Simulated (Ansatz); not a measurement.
## (AlN)1(GaN)2 [001] superlattice, started as zinc blende: from the cell to its phonons

How does (AlN)1(GaN)2 [001] superlattice, started as zinc blende vibrate, and is this structure a minimum?

Method: DFT PBEsol, scalar-relativistic, plane waves, PAW, in Ansatz 0.2.0.

The structure was built from a prototype and need not be the compound's stable phase.

## Step 1: Starting point

It takes space group I-4m2 (No. 119, tetragonal). The conventional cell has a = 3.154 Å, b = 3.154 Å, c = 13.380 Å, α = 90.00°, β = 90.00°, γ = 90.00°. Nearest to Al lie 4 N at 1.93 Å. Ga has 4 N at 1.93 Å nearest. Nearest to N lie 2 Ga at 1.93 Å and 2 Al at 1.93 Å. N has 4 Ga at 1.93 Å nearest. Farther neighbours and most contacts between anions are not listed.

## Step 2: Rough relaxation

A rough relaxation comes first, because large forces or stress need no tight tolerances yet.

File input.yaml:

```yaml
crystal:
  lattice:
    - [2.23, 2.23, 0.0]
    - [-2.23, 2.23, 0.0]
    - [2.23, 0.0, 6.69]
  atoms:
    - { symbol: Al, position: [0.0, 0.0, 0.0] }
    - { symbol: Ga, position: [0.333333, 0.666667, 0.333333] }
    - { symbol: Ga, position: [0.666667, 0.333333, 0.666667] }
    - { symbol: "N", position: [0.416667, 0.083333, 0.166667] }
    - { symbol: "N", position: [0.75, 0.75, 0.5] }
    - { symbol: "N", position: [0.083333, 0.416667, 0.833333] }
kpoints:
  mp_grid: { grid: [6, 6, 6] }
hamiltonian:
  xc: pbesol
scf:
  occupations: { method: gaussian, width: 0.1 }
output:
  forces: true
  stress: true
  eigenvalues: true
relax:
  adjacent_minimum: "off"
  f_tol: 0.05
  max_steps: 80
  cell: { stress_tol: 0.5 }
```

Command:

```
$ ansatz run input.yaml --threads 8 --pin off --max-ram 14336MiB --backend cpu --events-out ev --progress --plain --runs-dir out
```

Numbers of over 12 decimals in the logs are rounded to 6 here.

Output:

```text
[...]
cell:  # Å, volume = 66.3658 Å³
    - [2.229814, 2.229814, 0]
    - [-2.229814, 2.229814, 0]
    - [2.229814, 0, 6.673856]
  atoms:
    - { symbol: Al, position: [0, 0, 0] }
    - { symbol: Ga, position: [0.335119, 0.664881, 0.329763] }
    - { symbol: Ga, position: [0.664881, 0.335119, 0.670237] }
    - { symbol: N, position: [0.420949, 0.079051, 0.158102] }
    - { symbol: N, position: [0.750000, 0.750000, 0.5] }
    - { symbol: N, position: [0.079051, 0.420949, 0.841898] }
[key lines of the parts left out:]
SCF converged after 4 iterations
Free energy (F): -9151.570663 eV
Fermi energy:    9.967903 eV
P = ⅓ Tr σ = 0.1663 GPa (1.663 kbar)
```

Run time: 3.3 s. Hardware: 8 threads of Arm Neoverse V2, shared host; peak memory 0.42 GiB; 19 s of CPU time.

Step by step:

| step | energy less that of the first step (eV) | largest force component (eV/Å) | pressure (GPa) | volume (Å³) |
| --- | --- | --- | --- | --- |
| 1 | 0.0000 | 1.0472 | 0.00 | 66.54 |
| 2 | -0.0475 | 0.4989 | -0.25 | 66.54 |
| 3 | -0.0604 | 0.0114 | 0.18 | 66.37 |
| 4* | -0.0599 | 0.0116 | 0.17 | 66.37 |

Relaxation steps marked * repeat the geometry before them on a plane-wave basis chosen anew for their cell, so energy and pressure can jump there.

The run keeps the 8 symmetry operations that it works with, so distortions that break them were not tested.

| conventional cell, symmetrised | before | after | change |
| --- | --- | --- | --- |
| a (Å) | 3.154 | 3.153 | -0.0 % |
| b (Å) | 3.154 | 3.153 | -0.0 % |
| c (Å) | 13.380 | 13.348 | -0.2 % |
| volume (Å³/atom) | 11.09 | 11.06 | -0.3 % |

The atoms that moved most (Å, as changes of fractional coordinates times the final cell):

| atom | dx | dy | dz | length |
| --- | --- | --- | --- | --- |
| N6 | 0.000 | 0.000 | 0.057 | 0.057 |
| N4 | 0.000 | 0.000 | -0.057 | 0.057 |
| Ga3 | 0.000 | 0.000 | 0.024 | 0.024 |
| Ga2 | 0.000 | 0.000 | -0.024 | 0.024 |

The relaxed structure:

```xyz
6
Lattice="2.2298 2.2298 0.0000 -2.2298 2.2298 0.0000 2.2298 0.0000 6.6739" Properties=species:S:1:pos:R:3 pbc="T T T"
Al    0.0000    0.0000    0.0000
Ga    0.0000    2.2298    2.2008
Ga    2.2298    2.2298    4.4731
N     1.1149    1.1149    1.0551
N     1.1149    3.3447    3.3369
N     1.1149    1.1149    5.6187
```

A gap read on the k-mesh alone can miss the band edges.

Numbers from this step:

- pressure: 0.1663 GPa
- gap on the k-mesh: 2.388 eV
- volume per atom: 11.06 Å³
- direct gap on mesh: 2.388 eV

In this step the volume went from 11.09 to 11.06 Å³/atom.

## Step 3: Relaxation

The cell and atoms are relaxed, since residual forces and stress would shift the frequencies.

File input.yaml:

```yaml
crystal:
  lattice:
    - [2.2298144415, 2.2298144415, 0.0]
    - [-2.2298144415, 2.2298144415, 0.0]
    - [2.2298144415, 0.0, 6.6738555571]
  atoms:
    - { symbol: Al, position: [0.0, 0.0, 0.0] }
    - { symbol: Ga, position: [0.3351185894, 0.6648814106, 0.3297628213] }
    - { symbol: Ga, position: [0.6648814106, 0.3351185894, 0.6702371787] }
    - { symbol: "N", position: [0.4209490163, 0.0790509837, 0.1581019673] }
    - { symbol: "N", position: [0.75, 0.75, 0.5] }
    - { symbol: "N", position: [0.0790509837, 0.4209490163, 0.8418980327] }
kpoints:
  mp_grid: { grid: [8, 8, 8] }
hamiltonian:
  xc: pbesol
scf:
  occupations: { method: gaussian, width: 0.02 }
output:
  forces: true
  stress: true
  eigenvalues: true
  write_density: true
  write_potential: true
  elf: true
  volumetric_format: npy
relax:
  adjacent_minimum: "off"
  f_tol: 0.005
  max_steps: 80
  cell: { stress_tol: 0.05 }
```

Output:

```text
[...]
Crystal: 6 atoms, lattice volume = 66.366 Å³
Basis set: ecut = 420 eV, 1299 PW (Γ), exchange–correlation on 48×48×96 points (8 copies of the dense FFT grid, shifted against one another)
Bands: 28, of which v1, the nominal top of the filled ones, is band 22 counted from 1 (21 counted from 0)
Symmetry: 8 space group operations
[...]
k-points: 59 of 512 (time reversal used)
[...]
SCF iter   1: F=—  HF=-9151.599072 eV  |F-HF|=—  |Δ(HF+E_count)|=         —  Δρ=1.15e-2  dr2=8.84e-2  ethr=1.77e-3  ⟨swp⟩=6.1  Hψ=7078  notcnv=0
[...]
SCF iter   7: F=-9151.574003 eV  HF=-9151.574003 eV  |F-HF|=4.20e-9  |Δ(HF+E_count)|=   6.86e-8  Δρ=7.21e-6  dr2=2.94e-8  ethr=2.27e-10  ⟨swp⟩=12.4  Hψ=11251  notcnv=0
SCF 1 converged in 7 iterations: F = -9151.574003 eV  dr2 = 2.94e-8
[...]
relax step   1: F+E_penalty+E_count = -9151.57400261 eV  Δ(F+E_penalty+E_count) = +0.000e0 eV  max|allowed force component| = 1.212e-2 eV/Å  Δτ_max = 0.0000 Å  P = +0.170 GPa  Ω = 66.366 Å³  (7 SCF iters, dr2 threshold 1.00e-7 eV, accepted)
Crystal: 6 atoms, lattice volume = 66.398 Å³
[...]
SCF iter   4: F=-9151.573949 eV  HF=-9151.573949 eV  |F-HF|=2.67e-8  |Δ(HF+E_count)|=   6.00e-9  Δρ=5.24e-6  dr2=1.46e-8  ethr=2.78e-10  ⟨swp⟩=7.1  Hψ=9224  notcnv=0
SCF 2 converged in 4 iterations: F = -9151.573949 eV  dr2 = 1.46e-8
relax step   2: F+E_penalty+E_count = -9151.57394886 eV  Δ(F+E_penalty+E_count) = +5.375e-5 eV  max|allowed force component| = 5.483e-3 eV/Å  Δτ_max = 0.0002 Å  P = +0.073 GPa  Ω = 66.398 Å³  energy of the carried Pulay correction = -1.048e-4 eV  (4 SCF iters, dr2 threshold 1.22e-7 eV, accepted)
Crystal: 6 atoms, lattice volume = 66.422 Å³
[...]
SCF iter   4: F=-9151.573878 eV  HF=-9151.573878 eV  |F-HF|=3.78e-9  |Δ(HF+E_count)|=   1.48e-9  Δρ=2.96e-6  dr2=4.08e-9  ethr=4.23e-11  ⟨swp⟩=5.0  Hψ=9252  notcnv=0
SCF 3 converged in 4 iterations: F = -9151.573878 eV  dr2 = 4.08e-9
[...]
relax step   3: F+E_penalty+E_count = -9151.57387795 eV  Δ(F+E_penalty+E_count) = +7.092e-5 eV  max|allowed force component| = 6.291e-4 eV/Å  Δτ_max = 0.0002 Å  P = +0.001 GPa  Ω = 66.422 Å³  energy of the carried Pulay correction = -1.841e-4 eV  (4 SCF iters, dr2 threshold 1.86e-8 eV, accepted)
[...]
SCF iter   4: F=-9151.574095 eV  HF=-9151.574095 eV  |F-HF|=1.64e-11  |Δ(HF+E_count)|=  2.36e-11  Δρ=2.67e-7  dr2=3.72e-11  ethr=1.00e-12  ⟨swp⟩=4.2  Hψ=8553  notcnv=0
SCF 4 converged in 4 iterations: F = -9151.574095 eV  dr2 = 3.72e-11
relax step   4: F+E_penalty+E_count = -9151.57409547 eV  Δ(F+E_penalty+E_count) = -2.175e-4 eV  max|allowed force component| = 6.622e-4 eV/Å  Δτ_max = 0.0000 Å  P = +0.005 GPa  Ω = 66.422 Å³  stress off target by 8.10e-3 GPa  SCF on the basis re-selected at this cell (its energy is not comparable with the rows above)  (4 SCF iters)
basis re-selected at this cell: Δ(F+E_penalty+E_count) = -2.175e-4 eV, ΔP = +0.005 GPa vs the last step (what re-selecting the basis moved, of the pressure what is left beyond the Pulay correction that the steps carried, after the strain that the cell walked since its last selection, with what the two solves' SCF thresholds leave and, on support functions, any second-order correction that the steps lacked; it is no m [...]
SCF converged after 4 iterations
Free energy (F): -9151.574095 eV
[...]
Internal energy: -9151.574095 eV  (E = F + TS)
E sigma→0 (E₀):  -9151.574095 eV
Fermi energy:    9.950430 eV
[...]
--- Forces (eV/Å), atoms counted from 1 ---
  atom   1  Al    -0.00000000     0.00000000     0.00000000
  atom   2  Ga    -0.00000000     0.00000000     0.00011737
  atom   3  Ga    -0.00000000     0.00000000    -0.00011737
  atom   4  N     -0.00000000    -0.00000000     0.00066219
  atom   5  N      0.00000000    -0.00000000     0.00000000
  atom   6  N      0.00000000    -0.00000000    -0.00066219
  max |Σ_I F_I| component: 3.73e-17 eV/Å
--- Stress (GPa, compression-positive) ---
        0.008098       0.000000      -0.000000
        0.000000       0.008098       0.000000
       -0.000000       0.000000      -0.000415
  P = ⅓ Tr σ = 0.0053 GPa (0.053 kbar)
--- Band table (eV; the first three rows and the last of 59) ---
  k-point 0: bands = [... 18 lower, 6.9292, 8.6474, 8.7580, 8.7580, 11.1427, 13.1548, 13.1557, 16.0866, ... 2 higher]
  k-point 1: bands = [... 18 lower, 7.0865, 8.4389, 8.7085, 8.7085, 11.3624, 12.7382, 13.5492, 16.0247, ... 2 higher]
  k-point 2: bands = [... 18 lower, 7.3569, 7.9682, 8.5700, 8.5700, 11.8307, 12.4409, 13.7473, 15.9264, ... 2 higher]
  k-point 58: bands = [... 18 lower, 5.9503, 6.0262, 6.0506, 6.1138, 12.4205, 12.7081, 14.8599, 15.6225, ... 2 higher]
--- Relaxed structure (3 steps of the walk, 3 accepted, 1 SCFs on fresh bases) ---
[...]
cell:  # Å, volume = 66.4223 Å³
    - [2.231299, 2.231299, 0]
    - [-2.231299, 2.231299, 0]
    - [2.231299, 0, 6.670651]
  atoms:
    - { symbol: Al, position: [0, 0, 0] }
    - { symbol: Ga, position: [0.335126, 0.664874, 0.329747] }
    - { symbol: Ga, position: [0.664874, 0.335126, 0.670253] }
    - { symbol: N, position: [0.420922, 0.079078, 0.158156] }
    - { symbol: N, position: [0.750000, 0.750000, 0.500000] }
    - { symbol: N, position: [0.079078, 0.420922, 0.841844] }
```

The job ended after 5 s (8 threads; peak memory 0.47 GiB).

Little changed from the start: no atom moved by 0.005 Å and no cell edge by 0.1 %.

This step gave:

```
pressure           : 0.005260 GPa
gap on the k-mesh  : 2.385 eV
volume per atom    : 11.07 Å³
direct gap on mesh : 2.385 eV
```

Valence density in the ac plane of the conventional cell at fractional y = 0.000, with atoms of Al and Ga and N within 0.2 Å of it. It is the smooth field of the valence electrons, not physical close to the nuclei.

Ten steps, logarithmic in the rise over the least value, from '_' (0 e/Å³) to '@' (31 e/Å³), each cell a mean:
```
____....::--------::::..____
____..::--==++++++==--::..__
______..::--======--::..____
__________..........________
____________________________
____________________________
--::....______________..::--
@@%%++::..________....--**%%
%%##==::::::::::::::::--++%%
::..::::--==++++++==--::....
____....--====++==--::..____
________..::::::::....______
____________________________
____________________________
----::..______________..::--
@@%%++::....______....--**@@
%%##==::::::------::::--++##
......::--==++++++==--::....
______..::========--::..____
________....::::::..________
____________________________
____________________________
____________________________
____________________________
```
Columns run along a (3.2 Å), rows up along c (13.3 Å), edges of the conventional cell, whose origin can differ from the input's. Atoms in or near the plane, at fractional coordinates: Al at (0.00, 0.00), Ga at (0.00, 0.66), Ga at (0.00, 0.34), N at (0.50, 0.58), N at (0.50, 0.25), N at (0.50, 0.92).

ELF in the ac plane of the conventional cell at fractional y = 0.000, with atoms of Al and Ga and N within 0.2 Å of it. It is the smooth field of the valence electrons, not physical close to the nuclei.

Ten even steps from '_' (0.03) to '@' (0.85), each cell a mean:
```
____==%%@@@@@@@@@@@@@@##::__
..--##@@@@%%++--++@@@@@@**--
..::==##%%%%##**##%%%%**--..
____..::==++******++--::____
__________........__________
....____________________....
....::....________......::..
____..::::::::--::::::..____
____..::++##%%%%%%**==::..__
..::==**%%%%++==**%%%%**--::
__..==##%%##**++**%%%%**--..
____..--++##%%%%%%##++::____
________..::----::..________
......__________________....
....::::....______....::::..
____..::::::------::::..____
____..--++##%%%%%%##==::..__
..::==##@@%%++--++%%%%**--::
__..==**%%%%****##%%%%**--..
____..::==**######++==::____
__________..........________
......__________________....
______..____________....____
______..--++++++++==--..____
```
Columns run along a (3.2 Å), rows up along c (13.3 Å), edges of the conventional cell, whose origin can differ from the input's. Atoms in or near the plane, at fractional coordinates: Al at (0.00, 0.00), Ga at (0.00, 0.66), Ga at (0.00, 0.34), N at (0.50, 0.58), N at (0.50, 0.25), N at (0.50, 0.92).

Electrostatic potential energy in the ac plane of the conventional cell at fractional y = 0.000, with atoms of Al and Ga and N within 0.2 Å of it. With pseudopotentials it is smooth inside the atoms' cores, unlike the true potential.

Ten even steps from '0' (-44 eV) to '9' (13 eV), each cell a mean:
```
77677776787667
77886200037887
99998522368999
99999999999999
99999999999999
99999999999999
66788999998776
55567999987555
55567888887655
77887300147877
99997311158999
99999988899999
99999999999999
99999999999999
66788999998766
55557999987555
55567877787655
77886200047887
99997421258999
99999998999999
99999999999999
99999999999999
67788999998777
87667999987678
```
Columns run along a (3.2 Å; values clipped at the 3rd and 97th percentile), rows up along c (13.3 Å), edges of the conventional cell, whose origin can differ from the input's. Atoms in or near the plane, at fractional coordinates: Al at (0.00, 0.00), Ga at (0.00, 0.66), Ga at (0.00, 0.34), N at (0.50, 0.58), N at (0.50, 0.25), N at (0.50, 0.92).

In this step the volume went from 11.06 to 11.07 Å³/atom.

## Step 4: Tight relaxation

Phonons need a cell at rest on their own settings, so the relaxation is repeated with tight tolerances on forces and stress on the k mesh and occupations of the first response run.

File input.yaml:

```yaml
crystal:
  lattice:
    - [2.231299006, 2.231299006, 0.0]
    - [-2.231299006, 2.231299006, 0.0]
    - [2.231299006, 0.0, 6.6706507671]
  atoms:
    - { symbol: Al, position: [0.0, 0.0, 0.0] }
    - { symbol: Ga, position: [0.3351264689, 0.6648735311, 0.3297470621] }
    - { symbol: Ga, position: [0.6648735311, 0.3351264689, 0.6702529379] }
    - { symbol: "N", position: [0.4209218455, 0.0790781545, 0.1581563091] }
    - { symbol: "N", position: [0.75, 0.75, 0.5] }
    - { symbol: "N", position: [0.0790781545, 0.4209218455, 0.8418436909] }
kpoints:
  mp_grid: { grid: [8, 8, 8] }
hamiltonian:
  xc: pbesol
scf:
  occupations: { method: fixed }
output:
  forces: true
  stress: true
  eigenvalues: true
relax:
  adjacent_minimum: "off"
  f_tol: 0.001
  max_steps: 60
  cell: { stress_tol: 0.01 }
```

Output:

```text
[...]
Crystal: 6 atoms, lattice volume = 66.422 Å³
Basis set: ecut = 420 eV, 1299 PW (Γ), exchange–correlation on 48×48×96 points (8 copies of the dense FFT grid, shifted against one another)
Bands: 28, of which v1, the nominal top of the filled ones, is band 22 counted from 1 (21 counted from 0)
Symmetry: 8 space group operations
[...]
k-points: 59 of 512 (time reversal used)
[...]
- [2.231299006, 2.231299006, 0.0]
    - [-2.231299006, 2.231299006, 0.0]
    - [2.231299006, 0.0, 6.6706507671]
  atoms:
    - { symbol: Al, position: [0.0, 0.0, 0.0] }
    - { symbol: Ga, position: [0.33512646895, 0.66487353105, 0.329747] }
    - { symbol: Ga, position: [0.66487353105, 0.33512646895, 0.6702529379] }
    - { symbol: N, position: [0.42092184545, 0.079078, 0.1581563091] }
    - { symbol: N, position: [0.75, 0.75, 0.5] }
    - { symbol: N, position: [0.079078, 0.420922, 0.841844] }
[key lines of the parts left out:]
SCF converged after 6 iterations
Free energy (F): -9151.574095 eV
Fermi energy:    8.758029 eV
P = ⅓ Tr σ = 0.0053 GPa (0.053 kbar)
```

Run time: 2.8 s. Hardware: 8 threads; peak memory 0.45 GiB.

Little changed from the start: no atom moved by 0.005 Å and no cell edge by 0.1 %.

Numbers from this step:

| Quantity | Value |
| --- | --- |
| pressure | 0.005263 GPa |

The largest force component left is 0.66 meV/Å and the pressure is 0.005 GPa, within the tolerances set. The cell now holds 11.07 Å³/atom.

[end of part 1 of 2]

[Logs are printed without paths, hosts, clocks, repeated set-up lines and the standing remarks that a program may print on its own settings, such as how far it seeks lower states.]

[Hosts, paths, dates, database ids (printed as entryN), source tags and the programs' standing remarks are cut or masked in the printed files.]
